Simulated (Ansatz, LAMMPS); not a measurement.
# Which site? C in place of Si in amorphous Si (101 atoms)

At which site of amorphous Si (101 atoms) does C in place of Si cost least, and what about the site decides it?

Main program and level: Ansatz 0.2.0; Kohn-Sham DFT, PBE, PAW (set soft_1), plane waves.

**1. Set-up**

The cell holds 101 atoms: 101 Si. Cell: a = 12.624 Å, b = 12.624 Å, c = 12.624 Å, α = 90.0°, β = 90.0°, γ = 90.0°. 101 atoms (101 Si) placed at random at 2.34 g/cm³, melted at 2500 K for 10 ps at fixed volume with the modified Tersoff potential (Kumagai, Izumi, Hara and Sakai, Comput. Mater. Sci. 39, 457 (2007)). Quenched from 2500 K to 300 K at 20 K/ps and fixed volume, held 5 ps.

Limits known from the start: The quench rate of 20 K/ps far exceeds what a furnace or splat quench reaches, so expect more defects and frozen-in strain than in a real sample. The starting topology of bonds comes from the classical model, and needn't be the one that DFT or experiment would give. Only the Γ point is sampled, in a cell whose shortest periodic width is 13 Å.

**2. Single point at the start**

The forces at the start show how far the geometry lies from a minimum of this functional.

input.yaml reads:

```yaml
crystal:
  lattice:
    - [12.6245, 0.0, 0.0]
    - [0.0, 12.6245, 0.0]
    - [0.0, 0.0, 12.6245]
  atoms:
    - { symbol: Si, position: [0.06195, 0.94736, 0.1572] }
    - { symbol: Si, position: [0.42361, 0.95609, 0.08765] }
    - { symbol: Si, position: [0.68903, 0.34747, 0.93011] }
    - { symbol: Si, position: [0.10531, 0.92404, 0.72008] }
    - { symbol: Si, position: [0.24704, 0.82441, 0.93366] }
    - { symbol: Si, position: [0.83777, 0.55888, 0.46785] }
    - { symbol: Si, position: [0.34425, 0.15005, 0.93044] }
    - { symbol: Si, position: [0.77227, 0.45922, 0.31526] }
    - { symbol: Si, position: [0.36422, 0.96757, 0.89922] }
    - { symbol: Si, position: [0.86157, 0.82061, 0.36155] }
    - { symbol: Si, position: [0.66816, 0.59081, 0.90944] }
    - { symbol: Si, position: [0.79335, 0.81942, 0.72384] }
    - { symbol: Si, position: [0.35356, 0.60534, 0.43177] }
    - { symbol: Si, position: [0.88111, 0.30498, 0.29243] }
    - { symbol: Si, position: [0.32713, 0.40533, 0.20075] }
    - { symbol: Si, position: [0.47541, 0.3632, 0.57425] }
    - { symbol: Si, position: [0.94273, 0.70405, 0.68571] }
    - { symbol: Si, position: [0.66073, 0.79315, 0.59915] }
    - { symbol: Si, position: [0.16398, 0.80313, 0.22167] }
    - { symbol: Si, position: [0.1904, 0.06237, 0.50111] }
    - { symbol: Si, position: [0.89012, 0.03397, 0.13073] }
    - { symbol: Si, position: [0.63657, 0.53094, 0.73289] }
    - { symbol: Si, position: [0.88088, 0.39003, 0.72184] }
    - { symbol: Si, position: [0.75801, 0.75676, 0.89385] }
    - { symbol: Si, position: [0.94346, 0.53065, 0.61646] }
    - { symbol: Si, position: [0.59263, 0.43117, 0.314] }
    - { symbol: Si, position: [0.33914, 0.6405, 0.92868] }
    - { symbol: Si, position: [0.07022, 0.77048, 0.55876] }
    - { symbol: Si, position: [0.53439, 0.79313, 0.09074] }
    - { symbol: Si, position: [0.66164, 0.60543, 0.55202] }
    - { symbol: Si, position: [0.65061, 0.09118, 0.24958] }
    - { symbol: Si, position: [0.51593, 0.51123, 0.46589] }
    - { symbol: Si, position: [0.89697, 0.3318, 0.10212] }
    - { symbol: Si, position: [0.72356, 0.90078, 0.45174] }
    - { symbol: Si, position: [0.09686, 0.13046, 0.34989] }
    - { symbol: Si, position: [0.25518, 0.47502, 0.90341] }
    - { symbol: Si, position: [0.40872, 0.38697, 0.8523] }
    - { symbol: Si, position: [0.19397, 0.2, 0.0209] }
    - { symbol: Si, position: [0.69546, 0.355, 0.74427] }
    - { symbol: Si, position: [0.96727, 0.25444, 0.60913] }
    - { symbol: Si, position: [0.89461, 0.17636, 0.00854] }
    - { symbol: Si, position: [0.45324, 0.50121, 0.71668] }
    - { symbol: Si, position: [0.4074, 0.23285, 0.25091] }
    - { symbol: Si, position: [0.83632, 0.99969, 0.7453] }
    - { symbol: Si, position: [0.33204, 0.02778, 0.24562] }
    - { symbol: Si, position: [0.98599, 0.6114, 0.12192] }
    - { symbol: Si, position: [0.04189, 0.44368, 0.05135] }
    - { symbol: Si, position: [0.32035, 0.77057, 0.09589] }
    - { symbol: Si, position: [0.13417, 0.509, 0.59563] }
    - { symbol: Si, position: [0.37721, 0.66512, 0.73394] }
    - { symbol: Si, position: [0.40997, 0.72181, 0.2948] }
    - { symbol: Si, position: [0.77248, 0.75283, 0.2174] }
    - { symbol: Si, position: [0.22609, 0.50729, 0.32508] }
    - { symbol: Si, position: [0.80992, 0.5751, 0.1755] }
    - { symbol: Si, position: [0.49643, 0.48066, 0.15257] }
    - { symbol: Si, position: [0.45967, 0.19129, 0.06924] }
    - { symbol: Si, position: [0.28163, 0.01107, 0.72437] }
    - { symbol: Si, position: [0.58791, 0.21158, 0.69513] }
    - { symbol: Si, position: [0.99398, 0.00595, 0.85524] }
    - { symbol: Si, position: [0.76102, 0.07692, 0.47537] }
    - { symbol: Si, position: [0.57799, 0.95418, 0.34896] }
    - { symbol: Si, position: [0.1724, 0.0954, 0.18423] }
    - { symbol: Si, position: [0.48388, 0.04132, 0.48566] }
    - { symbol: Si, position: [0.24942, 0.85953, 0.51196] }
    - { symbol: Si, position: [0.05292, 0.17314, 0.90521] }
    - { symbol: Si, position: [0.67221, 0.07386, 0.79276] }
    - { symbol: Si, position: [0.96856, 0.9845, 0.34625] }
    - { symbol: Si, position: [0.97059, 0.47917, 0.87613] }
    - { symbol: Si, position: [0.09053, 0.64002, 0.27389] }
    - { symbol: Si, position: [0.83138, 0.1195, 0.29926] }
    - { symbol: Si, position: [0.25375, 0.66187, 0.57896] }
    - { symbol: Si, position: [0.59126, 0.78096, 0.26754] }
    - { symbol: Si, position: [0.80479, 0.48255, 0.99471] }
    - { symbol: Si, position: [0.51429, 0.61847, 0.01328] }
    - { symbol: Si, position: [0.17768, 0.74668, 0.77078] }
    - { symbol: Si, position: [0.17115, 0.38694, 0.46264] }
    - { symbol: Si, position: [0.91172, 0.07639, 0.59362] }
    - { symbol: Si, position: [0.03055, 0.95884, 0.52796] }
    [... 17 atom lines left out ...]
    - { symbol: Si, position: [0.64153, 0.88953, 0.97817] }
    - { symbol: Si, position: [0.94456, 0.74788, 0.99075] }
    - { symbol: Si, position: [0.29266, 0.8699, 0.33596] }
    - { symbol: Si, position: [0.60083, 0.06021, 0.0741] }
    - { symbol: Si, position: [0.80974, 0.87288, 0.07438] }
    - { symbol: Si, position: [0.97483, 0.68394, 0.41994] }
kpoints:
  mp_grid: { grid: [1, 1, 1] }
hamiltonian:
  xc: pbe
  pseudopotentials: { kind: paw, azcp: { folder: soft_1 } }
scf:
  occupations: { method: fermi_dirac, width: 0.025 }
output:
  forces: true
```

Launch:

```sh
$ ansatz run input.yaml --threads 4 --pin off --max-ram 8192MiB --backend cpu --events-out ev --progress --plain --runs-dir out
```

Numbers of over 12 decimals in the logs are rounded to 6 here.

What it wrote:

```text
Engine: ansatz 0.2.0, aarch64-unknown-linux-gnu
Pseudopotentials: kind: paw
Pseudopotential: Si, paw, valence charge 4, recommended cutoff 420 eV (normal), soft_1/Si.paw.azcp
Functional definition: PBE
  parameter kappa = 0.804
  parameter beta = 0.066725
  exchange = pbe_x(kappa = kappa, mu = beta*pi^2/3)
  correlation = pbe_c(beta = beta)
Crystal: 101 atoms, lattice volume = 2012.068 Å³
Basis set: ecut = 420 eV, 39223 PW (Γ), exchange–correlation on 180×180×180 points (8 copies of the dense FFT grid, shifted against one another)
Bands: 303, of which v1, the nominal top of the filled ones, is band 202 counted from 1 (201 counted from 0)
Symmetry: 1 space group operations
Space group: P1 (ITA 1), of the structure as read, at distance tolerance 1.3e-4 Å
k-points: 1
Non-local potential: Si, projectors of the file, l = 0: 2, l = 1: 2, l = 2: 1
PAW form: soft (Blöchl's): semilocal exchange-correlation on the pseudo side does not see the compensation charge
PAW one-centre angular grid: Si, 110 points (default); XC on 64 Gauss nodes
Initial density: superposition of atomic densities (chi_scale 0.1, normalization cell)
Initial wavefunctions: pseudopotential atomic-orbital guess
Functional: x = pbe(κ = 0.804, μ = 0.219515), c = pbe(β = 0.066725)
SCF iter   1: F=—  HF=-64196.322657 eV  |F-HF|=—  |Δ(HF+E_count)|=         —  Δρ=4.05e-2  dr2=3.73e1  ethr=3.10e-3  ⟨swp⟩=6.0  Hψ=1436  notcnv=0  defer=67
preconditioner: auto → Kerker (q_TF=auto, 2.088 Å⁻¹)  [metal: Δε(μ)=0.052 eV  Ē_g=7.686 eV  σ=0.025 eV  W_gap=0.47  n_scr=304 (ndim 8)  ℏωp=16.6 eV  f_vac=0.000  D(μ)=33.88/eV (n_scr^D=178)]
SCF iter   2: F=—  HF=-64191.180187 eV  |F-HF|=—  |Δ(HF+E_count)|=    5.14e0  Δρ=2.45e-2  dr2=1.47e1  ethr=3.10e-3  ⟨swp⟩=1.0  Hψ=349  notcnv=0  defer=76
SCF iter   3: F=—  HF=-64187.930821 eV  |F-HF|=—  |Δ(HF+E_count)|=    3.25e0  Δρ=3.15e-3  dr2=5.70e-1  ethr=3.10e-3  ⟨swp⟩=3.0  Hψ=443  notcnv=0  defer=76
SCF iter   4: F=—  HF=-64187.990336 eV  |F-HF|=—  |Δ(HF+E_count)|=   5.95e-2  Δρ=1.19e-3  dr2=1.46e-1  ethr=1.41e-4  ⟨swp⟩=3.0  Hψ=365  notcnv=0  defer=82
SCF iter   5: F=—  HF=-64188.016038 eV  |F-HF|=—  |Δ(HF+E_count)|=   2.57e-2  Δρ=4.55e-4  dr2=2.19e-2  ethr=3.60e-5  ⟨swp⟩=3.0  Hψ=437  notcnv=0  defer=82
SCF iter   6: F=—  HF=-64188.023287 eV  |F-HF|=—  |Δ(HF+E_count)|=   7.25e-3  Δρ=2.05e-4  dr2=4.49e-3  ethr=5.41e-6  ⟨swp⟩=2.0  Hψ=337  notcnv=0  defer=82
SCF iter   7: F=—  HF=-64188.025168 eV  |F-HF|=—  |Δ(HF+E_count)|=   1.88e-3  Δρ=8.39e-5  dr2=7.60e-4  ethr=1.11e-6  ⟨swp⟩=2.0  Hψ=337  notcnv=0  defer=82
SCF iter   8: F=—  HF=-64188.025504 eV  |F-HF|=—  |Δ(HF+E_count)|=   3.36e-4  Δρ=3.55e-5  dr2=1.08e-4  ethr=1.88e-7  ⟨swp⟩=2.0  Hψ=357  notcnv=0  defer=82
SCF iter   9: F=—  HF=-64188.025559 eV  |F-HF|=—  |Δ(HF+E_count)|=   5.52e-5  Δρ=1.39e-5  dr2=1.92e-5  ethr=2.68e-8  ⟨swp⟩=2.0  Hψ=363  notcnv=0  defer=82
SCF iter  10: F=—  HF=-64188.025390 eV  |F-HF|=—  |Δ(HF+E_count)|=   1.69e-4  Δρ=6.16e-6  dr2=3.64e-6  ethr=4.76e-9  ⟨swp⟩=2.0  Hψ=449  notcnv=0  defer=82
SCF iter  11: F=—  HF=-64188.025391 eV  |F-HF|=—  |Δ(HF+E_count)|=   9.30e-7  Δρ=2.74e-6  dr2=6.85e-7  ethr=9.01e-10  ⟨swp⟩=2.0  Hψ=334  notcnv=0  defer=82
SCF iter  12: F=—  HF=-64188.025391 eV  |F-HF|=—  |Δ(HF+E_count)|=   2.27e-7  Δρ=1.13e-6  dr2=1.20e-7  ethr=1.70e-10  ⟨swp⟩=2.0  Hψ=335  notcnv=0  defer=82
SCF iter  13: F=-64188.025391 eV  HF=-64188.025391 eV  |F-HF|=3.93e-10  |Δ(HF+E_count)|=   5.72e-8  Δρ=4.14e-7  dr2=1.57e-8  ethr=2.48e-11  ⟨swp⟩=4.0  Hψ=847  notcnv=0
SCF 1 converged in 13 iterations: F = -64188.025391 eV  dr2 = 1.57e-8
  greatest PAW one-centre occupation: 0.671 electrons in one spin orbital (limit 2), on the Si atom at site 74 (counted from 0), in its partial waves of l = 0
SCF converged after 13 iterations
Free energy (F): -64188.025391 eV
Harris-Foulkes:  -64188.025391 eV  (|F-HF|=3.93e-10)
Internal energy: -64187.940324 eV  (E = F + TS)
E sigma→0 (E₀):  -64187.982858 eV
Entropy (-TS):   -0.085067 eV (-0.842 meV/atom)
Fermi energy:    6.513305 eV
--- Per-component energies (eV) ---
  E_band       = 512.689171
  E_kinetic    = 4056.053973
  E_local      = -2795.596788  (includes V_loc(G=0)·N_el)
  E_nonlocal   = 2280.780996
  E_hartree    = 955.541303
  E_xc         = -5683.731723
  E_vxc        = -4797.426025  (∫ρ·V_xc dr)
  E_paw        = -51648.284082  (= ΣΔE_a)
  E_vpaw       = -142.208717  (= ΣTr[D̂ρ^β])
  E_aug_tail   = 0.003915  (compensation charges beyond the density's cutoff)
  E_ewald      = -11352.707920
  E_smearing   = -0.085067  (= −TS)
  E_closure    = 0.000000  (closes the sum)
  Σ components = -64188.025391   (vs F -64188.025391, Δ=0.00e0)
--- Forces (eV/Å), atoms counted from 1 ---
  atom   1  Si    -0.16318023     0.33560408    -0.01902291
  atom   2  Si     0.14128319    -0.19624292     0.31752995
  atom   3  Si     0.16457344    -0.41233480     0.04324209
  atom   4  Si     0.52906301     0.30179739     0.10349646
  atom   5  Si    -0.42511124     0.12176492    -0.86421263
  atom   6  Si    -0.79018014     0.03850760    -0.34106043
  atom   7  Si     0.29416801    -0.25478786    -0.02545997
  atom   8  Si     1.01779161     0.06750075     0.56759853
  atom   9  Si     0.56307758     0.16747315    -0.06038812
  atom  10  Si     0.73105359     0.39747481    -0.11949982
  atom  11  Si     0.29573319     0.32185871    -0.28636996
  atom  12  Si     0.69986784    -0.60160594    -0.17777456
  atom  13  Si     0.32717421    -0.25255251    -1.07074207
  atom  14  Si     0.12751549     0.02345399    -0.42978809
[...]
atom 100  Si    -0.10509511    -0.18401148    -0.10356315
  atom 101  Si    -0.14380808    -0.00049792    -0.47140949
  max |Σ_I F_I| component: 8.87e-6 eV/Å
```

The job ended after 14 s (4 threads of Arm Neoverse V2, shared host; peak memory 2 GiB).

The r.m.s. force at the start is 0.48 eV/Å.

**3. Relaxation**

With the cell held, the atoms are moved downhill towards a nearby minimum.

input.yaml reads:

```yaml
crystal:
  lattice:
    - [12.6245, 0.0, 0.0]
    - [0.0, 12.6245, 0.0]
    - [0.0, 0.0, 12.6245]
  atoms:
    [... the 101 atom lines of step 2 ...]
kpoints:
  mp_grid: { grid: [1, 1, 1] }
hamiltonian:
  xc: pbe
  pseudopotentials: { kind: paw, azcp: { folder: soft_1 } }
scf:
  occupations: { method: fermi_dirac, width: 0.025 }
output:
  forces: true
relax:
  f_tol: 0.05
  max_steps: 120
```

What it wrote:

```text
[...]
Crystal: 101 atoms, lattice volume = 2012.068 Å³
Basis set: ecut = 420 eV, 39223 PW (Γ), exchange–correlation on 180×180×180 points (8 copies of the dense FFT grid, shifted against one another)
Bands: 303, of which v1, the nominal top of the filled ones, is band 202 counted from 1 (201 counted from 0)
Symmetry: 1 space group operations
[...]
k-points: 1
[...]
SCF iter   1: F=—  HF=-64196.322656 eV  |F-HF|=—  |Δ(HF+E_count)|=         —  Δρ=4.05e-2  dr2=3.73e1  ethr=3.10e-3  ⟨swp⟩=6.0  Hψ=1436  notcnv=0  defer=67
[...]
SCF iter   8: F=—  HF=-64188.025340 eV  |F-HF|=—  |Δ(HF+E_count)|=   3.05e-4  Δρ=3.52e-5  dr2=1.09e-4  ethr=1.84e-7  ⟨swp⟩=2.0  Hψ=357  notcnv=0  defer=82
SCF iter   9: F=-64188.025381 eV  HF=-64188.025384 eV  |F-HF|=3.23e-6  |Δ(HF+E_count)|=   4.41e-5  Δρ=1.41e-5  dr2=1.90e-5  ethr=1.55e-8  ⟨swp⟩=3.0  Hψ=1019  notcnv=0
SCF 1 converged in 9 iterations: F = -64188.025381 eV  dr2 = 1.90e-5
[...]
relax step   1: F+E_penalty+E_count = -64188.02538073 eV  Δ(F+E_penalty+E_count) = +0.000e0 eV  max|allowed force component| = 1.593e0 eV/Å  Δτ_max = 0.0000 Å  (9 SCF iters, dr2 threshold 6.25e-5 eV, accepted)
[...]
relax step   2: F+E_penalty+E_count = -64191.38041556 eV  Δ(F+E_penalty+E_count) = -3.355e0 eV  max|allowed force component| = 7.530e-1 eV/Å  Δτ_max = 0.1925 Å  (6 SCF iters, dr2 threshold 1.00e-4 eV, accepted)
[...]
relax step   3: F+E_penalty+E_count = -64192.26790374 eV  Δ(F+E_penalty+E_count) = -8.875e-1 eV  max|allowed force component| = 3.258e-1 eV/Å  Δτ_max = 0.2000 Å  (6 SCF iters, dr2 threshold 3.54e-5 eV, accepted)
relax step   4: F+E_penalty+E_count = -64192.64973523 eV  Δ(F+E_penalty+E_count) = -3.818e-1 eV  max|allowed force component| = 6.511e-1 eV/Å  Δτ_max = 0.1950 Å  (6 SCF iters, dr2 threshold 1.99e-5 eV, accepted)
relax step   5: F+E_penalty+E_count = -64192.88638938 eV  Δ(F+E_penalty+E_count) = -2.367e-1 eV  max|allowed force component| = 4.828e-1 eV/Å  Δτ_max = 0.0777 Å  (6 SCF iters, dr2 threshold 7.93e-5 eV, accepted)
relax step   6: F+E_penalty+E_count = -64193.18193409 eV  Δ(F+E_penalty+E_count) = -2.955e-1 eV  max|allowed force component| = 2.715e-1 eV/Å  Δτ_max = 0.1949 Å  (6 SCF iters, dr2 threshold 1.00e-4 eV, accepted)
relax step   7: F+E_penalty+E_count = -64193.41570254 eV  Δ(F+E_penalty+E_count) = -2.338e-1 eV  max|allowed force component| = 2.923e-1 eV/Å  Δτ_max = 0.2000 Å  (6 SCF iters, dr2 threshold 2.33e-5 eV, accepted)
relax step   8: F+E_penalty+E_count = -64193.58922381 eV  Δ(F+E_penalty+E_count) = -1.735e-1 eV  max|allowed force component| = 1.966e-1 eV/Å  Δτ_max = 0.1958 Å  (6 SCF iters, dr2 threshold 2.70e-5 eV, accepted)
relax step   9: F+E_penalty+E_count = -64193.68332723 eV  Δ(F+E_penalty+E_count) = -9.410e-2 eV  max|allowed force component| = 1.077e-1 eV/Å  Δτ_max = 0.2000 Å  (6 SCF iters, dr2 threshold 1.75e-5 eV, accepted)
relax step  10: F+E_penalty+E_count = -64193.72199965 eV  Δ(F+E_penalty+E_count) = -3.867e-2 eV  max|allowed force component| = 1.258e-1 eV/Å  Δτ_max = 0.1209 Å  (6 SCF iters, dr2 threshold 3.48e-6 eV, accepted)
relax step  11: F+E_penalty+E_count = -64193.75908971 eV  Δ(F+E_penalty+E_count) = -3.709e-2 eV  max|allowed force component| = 1.021e-1 eV/Å  Δτ_max = 0.0747 Å  (6 SCF iters, dr2 threshold 4.74e-6 eV, accepted)
relax step  12: F+E_penalty+E_count = -64193.79167021 eV  Δ(F+E_penalty+E_count) = -3.258e-2 eV  max|allowed force component| = 3.408e-1 eV/Å  Δτ_max = 0.1950 Å  (6 SCF iters, dr2 threshold 6.86e-6 eV, accepted)
relax step  13: F+E_penalty+E_count = -64193.88294852 eV  Δ(F+E_penalty+E_count) = -9.128e-2 eV  max|allowed force component| = 2.343e-1 eV/Å  Δτ_max = 0.0752 Å  (6 SCF iters, dr2 threshold 7.65e-5 eV, accepted)
relax step  14: F+E_penalty+E_count = -64194.00873338 eV  Δ(F+E_penalty+E_count) = -1.258e-1 eV  max|allowed force component| = 1.527e-1 eV/Å  Δτ_max = 0.1924 Å  (6 SCF iters, dr2 threshold 2.59e-5 eV, accepted)
relax step  15: F+E_penalty+E_count = -64194.05772740 eV  Δ(F+E_penalty+E_count) = -4.899e-2 eV  max|allowed force component| = 2.983e-1 eV/Å  Δτ_max = 0.1370 Å  (7 SCF iters, dr2 threshold 9.91e-6 eV, accepted)
relax step  16: F+E_penalty+E_count = -64194.09446772 eV  Δ(F+E_penalty+E_count) = -3.674e-2 eV  max|allowed force component| = 5.228e-2 eV/Å  Δτ_max = 0.0644 Å  (6 SCF iters, dr2 threshold 3.78e-5 eV, accepted)
relax step  17: F+E_penalty+E_count = -64194.10686040 eV  Δ(F+E_penalty+E_count) = -1.239e-2 eV  max|allowed force component| = 5.507e-2 eV/Å  Δτ_max = 0.0706 Å  (6 SCF iters, accepted)
relax step  18: F+E_penalty+E_count = -64194.11274191 eV  Δ(F+E_penalty+E_count) = -5.882e-3 eV  max|allowed force component| = 4.818e-2 eV/Å  Δτ_max = 0.0415 Å  (6 SCF iters, accepted)
relax step  19: F+E_penalty+E_count = -64194.12118952 eV  Δ(F+E_penalty+E_count) = -8.448e-3 eV  max|allowed force component| = 5.090e-2 eV/Å  Δτ_max = 0.0823 Å  (6 SCF iters, accepted)
relax step  20: F+E_penalty+E_count = -64194.13788514 eV  Δ(F+E_penalty+E_count) = -1.670e-2 eV  max|allowed force component| = 1.188e-1 eV/Å  Δτ_max = 0.1962 Å  (7 SCF iters, accepted)
relax step  21: F+E_penalty+E_count = -64194.15589898 eV  Δ(F+E_penalty+E_count) = -1.801e-2 eV  max|allowed force component| = 1.597e-1 eV/Å  Δτ_max = 0.1949 Å  (6 SCF iters, dr2 threshold 1.41e-5 eV, accepted)
relax step  22: F+E_penalty+E_count = -64194.18113703 eV  Δ(F+E_penalty+E_count) = -2.524e-2 eV  max|allowed force component| = 1.392e-1 eV/Å  Δτ_max = 0.0649 Å  (6 SCF iters, dr2 threshold 2.55e-5 eV, accepted)
relax step  23: F+E_penalty+E_count = -64194.21257303 eV  Δ(F+E_penalty+E_count) = -3.144e-2 eV  max|allowed force component| = 1.530e-1 eV/Å  Δτ_max = 0.0918 Å  (6 SCF iters, dr2 threshold 1.47e-5 eV, accepted)
relax step  24: F+E_penalty+E_count = -64194.24896298 eV  Δ(F+E_penalty+E_count) = -3.639e-2 eV  max|allowed force component| = 2.638e-1 eV/Å  Δτ_max = 0.1940 Å  (6 SCF iters, dr2 threshold 1.78e-5 eV, accepted)
relax step  25: F+E_penalty+E_count = -64194.25925080 eV  Δ(F+E_penalty+E_count) = -1.029e-2 eV  max|allowed force component| = 3.043e-1 eV/Å  Δτ_max = 0.1837 Å  (6 SCF iters, dr2 threshold 6.96e-5 eV, accepted)
relax step  26: F+E_penalty+E_count = -64194.28065870 eV  Δ(F+E_penalty+E_count) = -2.141e-2 eV  max|allowed force component| = 1.640e-1 eV/Å  Δτ_max = 0.0811 Å  (6 SCF iters, dr2 threshold 9.26e-5 eV, accepted)
relax step  27: F+E_penalty+E_count = -64194.28579878 eV  Δ(F+E_penalty+E_count) = -5.140e-3 eV  max|allowed force component| = 1.414e-1 eV/Å  Δτ_max = 0.0483 Å  (6 SCF iters, dr2 threshold 7.82e-6 eV, accepted)
relax step  28: F+E_penalty+E_count = -64194.28850739 eV  Δ(F+E_penalty+E_count) = -2.709e-3 eV  max|allowed force component| = 5.376e-2 eV/Å  Δτ_max = 0.0475 Å  (6 SCF iters, dr2 threshold 5.81e-6 eV, accepted)
[...]
relax step  29: F+E_penalty+E_count = -64194.29174498 eV  Δ(F+E_penalty+E_count) = -3.238e-3 eV  max|allowed force component| = 2.623e-2 eV/Å  Δτ_max = 0.0169 Å  (6 SCF iters, accepted)
SCF converged after 6 iterations
Free energy (F): -64194.291745 eV
[...]
Internal energy: -64194.283751 eV  (E = F + TS)
E sigma→0 (E₀):  -64194.287748 eV
Entropy (-TS):   -0.007994 eV (-0.079 meV/atom)
Fermi energy:    6.568762 eV
[...]
Σ components = -64194.291745   (vs F -64194.291745, Δ=0.00e0)
--- Forces (eV/Å), atoms counted from 1 ---
  atom   1  Si    -0.00018189    -0.00381187    -0.02140137
  atom   2  Si     0.00363341    -0.01355842     0.00126328
  atom   3  Si     0.00792231     0.00908511     0.00420556
  atom   4  Si    -0.00283787    -0.00052370     0.00084630
[...]
atom 101  Si     0.00185685    -0.00283347     0.00438864
  max |Σ_I F_I| component: 2.52e-5 eV/Å
--- Relaxed structure (29 steps of the walk, 29 accepted, 0 SCFs on fresh bases) ---
  F+E_penalty+E_count = -64194.29174498 eV   max|allowed force component| = 2.623e-2 eV/Å
  atoms:
    - { symbol: Si, position: [0.077126, 0.945455, 0.164767] }
    - { symbol: Si, position: [0.449606, 0.991349, 0.077601] }
    - { symbol: Si, position: [0.686623, 0.345492, 0.935611] }
    - { symbol: Si, position: [0.127020, 0.921315, 0.723312] }
[...]
- { symbol: Si, position: [0.955827, 0.706067, 0.399635] }
```

Run time: 4 min. Hardware: 4 threads; peak memory 2 GiB; 15 min of CPU time.

The relaxation converged after 29 steps, 6.27 eV below its start, with a largest force component of 0.026 eV/Å.

(Part 1 of 3 ends here.)

[Logs are printed without paths, hosts, clocks, repeated set-up lines and the standing remarks that a program may print on its own settings, such as how far it seeks lower states.]

[Hosts, paths, dates, database ids (printed as entryN), source tags and the programs' standing remarks are cut or masked in the printed files.]
